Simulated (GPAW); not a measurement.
# Nb2NS2 MXene monolayer: work function by functional and basis, part 2 of 2

How far do functional and basis move the work function of Nb2NS2 MXene monolayer?

GPAW 26.7.0; GPAW, PAW setups; layer in a repeated cell with vacuum, relaxation of atoms and in-plane cell (the session's first sound run).

So far, upper work function (eV): step 3 (plane waves, PBE) 5.41; step 5 (self-consistent run: xc = "vdW-DF2", GPAW, PAW setups, GPAW) 5.80; step 6 (self-consistent run: xc = "RPBE") 5.32; step 7 (OptPBE vdW: xc = "optPBE-vdW", GPAW, PAW setups, GPAW) 5.65; step 8 (self-consistent run: xc = "revPBE") 5.32.

## Step 9: Real-space grid: mode = "fd"

Level of this step: GPAW, PAW setups; slab in vacuum (GPAW).

A real-space grid is a second complete basis, so it checks the plane-wave result.

Contents of run.py:

```python
import json
import numpy as np
from ase import Atoms
from gpaw import GPAW

slab = Atoms(
    ['S', 'Nb', 'N', 'Nb', 'S'],
    positions=[
        [0.00000, 1.89397, 7.00000],
        [1.64022, 0.94698, 8.61109],
        [0.00000, 0.00000, 9.75574],
        [0.00000, 1.89397, 10.90039],
        [1.64022, 0.94698, 12.51148]],
    cell=[[3.28045, -0.0, 0.0], [-1.64022, 2.84095, 0.0], [0.0, 0.0, 19.5115]],
    pbc=[True, True, False])

slab.calc = GPAW(mode='fd', h=0.18, xc='PBE', kpts={'size': (12, 12, 1), 'gamma': True},
                 occupations={'name': 'fermi-dirac', 'width': 0.05}, nbands='160%',
                 convergence={'density': 1e-05}, maxiter=200,
                 poissonsolver={'dipolelayer': 'xy'},
                 symmetry={'tolerance': 1e-3}, txt='slab.txt')
result = {}
energy = slab.get_potential_energy()
fermi = slab.calc.get_fermi_level()
v = slab.calc.get_electrostatic_potential().mean((0, 1)) - fermi
n = slab.calc.get_pseudo_density().mean((0, 1))
L = slab.cell[2, 2]
z = np.arange(len(v)) * L / len(v)
low, high = slab.positions[:, 2].min(), slab.positions[:, 2].max()
below, above = np.interp([low - 4.8, high + 4.8], z, v)
slopes = [np.interp(x, z, np.gradient(v, z)) for x in (low - 4.8, high + 4.8)]
eps = np.array([[slab.calc.get_eigenvalues(k, s) for k in range(len(slab.calc.get_ibz_k_points()))]
                for s in range(slab.calc.get_number_of_spins())]) - fermi
top, bottom = eps[eps < 0].max(), eps[eps > 0].min()
dipole = slab.get_dipole_moment()[2]
print(f'energy {energy:.4f} eV, Fermi level {fermi:.4f} eV, dipole {dipole:.5f} e A')
print(f'potential 4.8 A off the faces, from the Fermi level: lower {below:.4f} eV, upper {above:.4f} eV')
print(f'slope of the potential there: lower {slopes[0]:.5f}, upper {slopes[1]:.5f} eV/A')
print(f'nearest levels on the mesh: {top:.4f} and {bottom:.4f} eV')
print('magnetic moment', round(slab.get_magnetic_moment(), 3))
result.update(energy=energy, fermi=fermi, dipole=dipole, below=below, above=above, slopes=slopes, edges=[top, bottom],
              z=z.tolist(), v=v.tolist(), n=n.tolist(), positions=slab.positions.tolist(),
              forces=slab.get_forces(apply_constraint=False).tolist(), moments=slab.get_magnetic_moments().tolist())
json.dump(result, open('result.json', 'w'))
```

Run with:

```bash
> OMP_NUM_THREADS=1 OPENBLAS_NUM_THREADS=1 python run.py
```

Log:

```text
energy -42.7323 eV, Fermi level -5.4085 eV, dipole -0.00031 e A
potential 4.8 A off the faces, from the Fermi level: lower 5.4053 eV, upper 5.4116 eV
slope of the potential there: lower -0.00005, upper 0.00005 eV/A
nearest levels on the mesh: -0.0575 and 0.1553 eV
magnetic moment 0.0
```

Wall time 2.5 min (1 thread of Intel Xeon Platinum 8488C (Sapphire Rapids), shared host); peak memory 0.62 GiB.

This step gave:

```yaml
dipole_along_the_normal: -3.08e-4 e·Å
levels_nearest_the_fermi_level_on_the_mesh: -0.05747, 0.1553 eV from the Fermi level
upper_work_function: 5.412 eV
lower_work_function: 5.405 eV
```

Table of electrostatic potential energy of an electron (without an applied field's), less the Fermi level, planar mean by z:

| z (Å) | electrostatic potential energy of an electron (without an applied field's), less the Fermi level, planar mean (eV) |
| --- | --- |
| 0.0 | 5.41 |
| 0.5 | 5.41 |
| 1.0 | 5.41 |
| 1.5 | 5.41 |
| 2.0 | 5.41 |
| 2.5 | 5.41 |
| 3.0 | 5.41 |
| 3.5 | 5.40 |
| 4.0 | 5.40 |
| 4.5 | 5.39 |
| 5.0 | 5.32 |
| 5.5 | 5.00 |
| 6.0 | 3.38 |
| 6.5 | -3.83 |
| 7.0 | -17.4 |
| 7.5 | -7.04 |
| 8.0 | -8.97 |
| 8.5 | -21.2 |
| 9.0 | -15.3 |
| 9.5 | -10.7 |
| 10.0 | -10.9 |
| 10.5 | -15.0 |
| 11.0 | -21.3 |
| 11.5 | -9.20 |
| 12.0 | -6.90 |
| 12.5 | -17.4 |
| 13.0 | -4.13 |
| 13.5 | 3.31 |
| 14.0 | 4.99 |
| 14.5 | 5.33 |
| 15.0 | 5.39 |
| 15.5 | 5.41 |
| 16.0 | 5.41 |
| 16.5 | 5.41 |
| 17.0 | 5.41 |
| 17.5 | 5.41 |
| 18.0 | 5.41 |
| 18.5 | 5.41 |
| 19.0 | 5.41 |

The upper face's work function is 5.412 eV, against 5.412 eV in the first plane-wave PBE run at this geometry.

## Step 10: Atomic orbitals: mode = "lcao"

Atom-centred orbitals end a few angstrom from the surface, which tests how much the density's tail matters.

run.py, as its differences from that of step 9:

```diff
@@ -16,4 +16,4 @@
 
-slab.calc = GPAW(mode='fd', h=0.18, xc='PBE', kpts={'size': (12, 12, 1), 'gamma': True},
-                 occupations={'name': 'fermi-dirac', 'width': 0.05}, nbands='160%',
+slab.calc = GPAW(mode='lcao', basis='dzp', h=0.18, xc='PBE', kpts={'size': (12, 12, 1), 'gamma': True},
+                 occupations={'name': 'fermi-dirac', 'width': 0.05}, nbands='120%',
                  convergence={'density': 1e-05}, maxiter=200,
```

Log:

```text
energy -40.8137 eV, Fermi level -5.4786 eV, dipole -0.00031 e A
potential 4.8 A off the faces, from the Fermi level: lower 5.4755 eV, upper 5.4818 eV
slope of the potential there: lower -0.00000, upper 0.00000 eV/A
nearest levels on the mesh: -0.0693 and 0.1333 eV
magnetic moment 0.0
```

Run time: 5.8 min. Hardware: 1 thread; peak memory 0.32 GiB.

This step gave:

| Item | Value |
| --- | --- |
| dipole along the normal | -3.09e-4 e·Å |
| levels nearest the Fermi level on the mesh | -0.06925, 0.1333 eV from the Fermi level |
| upper work function | 5.482 eV |
| lower work function | 5.475 eV |

Electrostatic potential energy of an electron (without an applied field's), less the Fermi level, planar mean against z:

| z (Å) | electrostatic potential energy of an electron (without an applied field's), less the Fermi level, planar mean (eV) |
| --- | --- |
| 0.0 | 5.48 |
| 0.5 | 5.48 |
| 1.0 | 5.48 |
| 1.5 | 5.48 |
| 2.0 | 5.48 |
| 2.5 | 5.48 |
| 3.0 | 5.48 |
| 3.5 | 5.47 |
| 4.0 | 5.47 |
| 4.5 | 5.46 |
| 5.0 | 5.40 |
| 5.5 | 5.08 |
| 6.0 | 3.46 |
| 6.5 | -3.76 |
| 7.0 | -17.3 |
| 7.5 | -7.08 |
| 8.0 | -9.04 |
| 8.5 | -21.3 |
| 9.0 | -15.5 |
| 9.5 | -10.9 |
| 10.0 | -11.1 |
| 10.5 | -15.2 |
| 11.0 | -21.4 |
| 11.5 | -9.28 |
| 12.0 | -6.94 |
| 12.5 | -17.3 |
| 13.0 | -4.07 |
| 13.5 | 3.39 |
| 14.0 | 5.08 |
| 14.5 | 5.40 |
| 15.0 | 5.47 |
| 15.5 | 5.48 |
| 16.0 | 5.48 |
| 16.5 | 5.48 |
| 17.0 | 5.48 |
| 17.5 | 5.48 |
| 18.0 | 5.48 |
| 18.5 | 5.48 |
| 19.0 | 5.48 |

The upper face's work function is 5.482 eV, against 5.412 eV in the first plane-wave PBE run at this geometry.

## Step 11: The ladder

Times are for 1 thread of Intel Xeon Platinum 8488C (Sapphire Rapids), shared host. The series side by side:

| no. | run | upper work function (eV) | lower work function (eV) | time | memory (GiB) |
| --- | --- | --- | --- | --- | --- |
| 1 | pw | 5.412 | 5.405 | 50 s | 0.25 |
| 2 | LDA | 5.653 | 5.647 | 47 s | 0.25 |
| 3 | vdW DF2 | 5.803 | 5.797 | 63 s | 0.43 |
| 4 | RPBE | 5.321 | 5.314 | 49 s | 0.26 |
| 5 | optPBE vdW | 5.654 | 5.648 | 62 s | 0.43 |
| 6 | revPBE | 5.317 | 5.311 | 50 s | 0.25 |
| 7 | fd | 5.412 | 5.405 | 2.5 min | 0.62 |
| 8 | lcao | 5.482 | 5.475 | 5.8 min | 0.32 |

## Step 12: Side by side

Results and costs are gathered.

This step: comparison of work functions, dipole and cost (GPAW 26.7.0).

Ladder, by row:

| step | code | work function, upper (eV) | work function, lower (eV) | dipole (e Å) | wall time (s) | peak memory (GiB) | threads |
| --- | --- | --- | --- | --- | --- | --- | --- |
| pw | GPAW | 5.412 | 5.405 | -3.00e-4 | 49.81 | 0.25 | 1 |
| LDA | GPAW | 5.653 | 5.647 | -3.00e-4 | 47.09 | 0.25 | 1 |
| vdW-DF2 | GPAW | 5.803 | 5.797 | -2.99e-4 | 63.46 | 0.43 | 1 |
| RPBE | GPAW | 5.321 | 5.314 | -3.00e-4 | 48.66 | 0.26 | 1 |
| optPBE-vdW | GPAW | 5.654 | 5.648 | -2.99e-4 | 61.88 | 0.43 | 1 |
| revPBE | GPAW | 5.317 | 5.311 | -3.00e-4 | 49.74 | 0.25 | 1 |
| fd | GPAW | 5.412 | 5.405 | -3.08e-4 | 152.6 | 0.62 | 1 |
| lcao | GPAW | 5.482 | 5.475 | -3.09e-4 | 345.2 | 0.32 | 1 |

## Step 13: What came out

* work function, upper and lower face: 5.412 and 5.405 eV
* dipole along the normal: -3.0e-4 e Å

What this shows: With plane waves and PBE the work function is 5.41 eV on the upper face and 5.41 eV on the lower. Over the sound runs of the table the upper face's work function spans 5.317 (revPBE) to 5.803 eV (vdW-DF2). The starting lattice was a guess from atomic radii; the relaxation moved it by 7 %. The small printed dipole stands for a step of 5.8 meV from the lower to the upper face, and the probes find 6.3 meV; values this small are near the numerical noise of both. The cell holds an odd number of electrons, so without spin polarisation it must come out metallic and without a moment, whatever its true state. The layer's cell and atoms come from the relaxation; spin-orbit coupling and temperature are left out.

[Logs are printed without paths, hosts, clocks, repeated set-up lines and the standing remarks that a program may print on its own settings, such as how far it seeks lower states.]

[Hosts, paths, dates, database ids (printed as entryN), source tags and the programs' standing remarks are cut or masked in the printed files.]
